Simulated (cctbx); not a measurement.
# Reading a Patterson map

Space group I4/mmm (no. 139), a = 4.5600 Å, b = 4.5600 Å, c = 11.1230 Å, α = 90.00°, β = 90.00°, γ = 90.00°, content Pb4 Nd2 Rh4.

The data are simulated with cctbx, not measured: synchrotron X-rays, λ = 0.4959 Å, to d = 0.75 Å, 50 % of the full sphere, strongest reflection 20000 counts, noise from counting, a 4 % proportional error and a noise floor of 8 counts (s.d.); no absorption.

Patterson synthesis from sharpened amplitudes, origin scaled to 1000:

```text
Patterson group I 4/m m m
      u       v       w   height  length (A)
  0.000   0.000   0.000   1000.0     0.00
  0.000   0.000   0.373    483.7     4.15
  0.000   0.000   0.253    347.7     2.82
  0.000   0.500   0.124    290.2     2.67
  0.000   0.500   0.250    195.0     3.60
  0.000   0.000   0.500    188.0     5.56
  0.177   0.177   0.366     50.2     4.23
  0.184   0.184   0.124     44.3     1.82
  0.000   0.231   0.036     42.1     1.13
  0.000   0.317   0.188     35.6     2.54
  0.167   0.167   0.000     32.7     1.08
  0.129   0.129   0.063     31.9     1.09
  0.000   0.210   0.500     31.0     5.64
  0.123   0.123   0.441     30.9     4.97
```

Q: Assign the vectors.

A peak at u stands for all pairs with xi − xj = u, with weight Σ ZiZj against Σ Z² = 42196 at the origin. Peak heights follow these weights only roughly, since form factors, motion and series ripples differ, all vectors within 0.55 Å of a peak are counted as merged into it though the farther ones add only part of their weight, and F(000) is left out, which lowers the whole map:

| u | v | w | shortest length (Å) | height | 1000 ΣZiZj/ΣZ² | pairs in the cell |
| --- | --- | --- | --- | --- | --- | --- |
| 0.000 | 0.000 | 0.373 | 3.52 | 484 | 466 | 4 × Pb–Nd |
| 0.000 | 0.000 | 0.253 | 2.81 | 348 | 319 | 2 × Pb–Pb |
| 0.000 | 0.500 | 0.124 | 2.66 | 290 | 350 | 4 × Pb–Rh |
| 0.000 | 0.500 | 0.250 | 3.60 | 195 | 256 | 4 × Nd–Rh |
| 0.000 | 0.000 | 0.500 | 3.22 | 188 | 192 | 4 × Rh–Rh |
| 0.177 | 0.177 | 0.366 | 2.56 | 50 | 0 | none within 0.55 Å |

The table stops at ten peaks or at a height of 45, below which ripples compete. In the model behind the data Pb, the heaviest element, has 1 independent site: (1/2, 1/2, 0.1259), up to an allowed shift of origin; the Pb–Pb vectors are differences of these positions and their symmetry mates. The whole model:

```csv
atom,mult.,x,y,z,Ueq (Å²)
Pb1,4,1/2,1/2,0.1259,0.0163
Nd1,2,0,0,0,0.0074
Rh1,4,1/2,0,1/4,0.0189
```

The model is made up (kin elements in a known structure type, no relaxation), so it says nothing on whether the phase exists.

[Logs are printed without paths, hosts, clocks, repeated set-up lines and the standing remarks that a program may print on its own settings, such as how far it seeks lower states.]
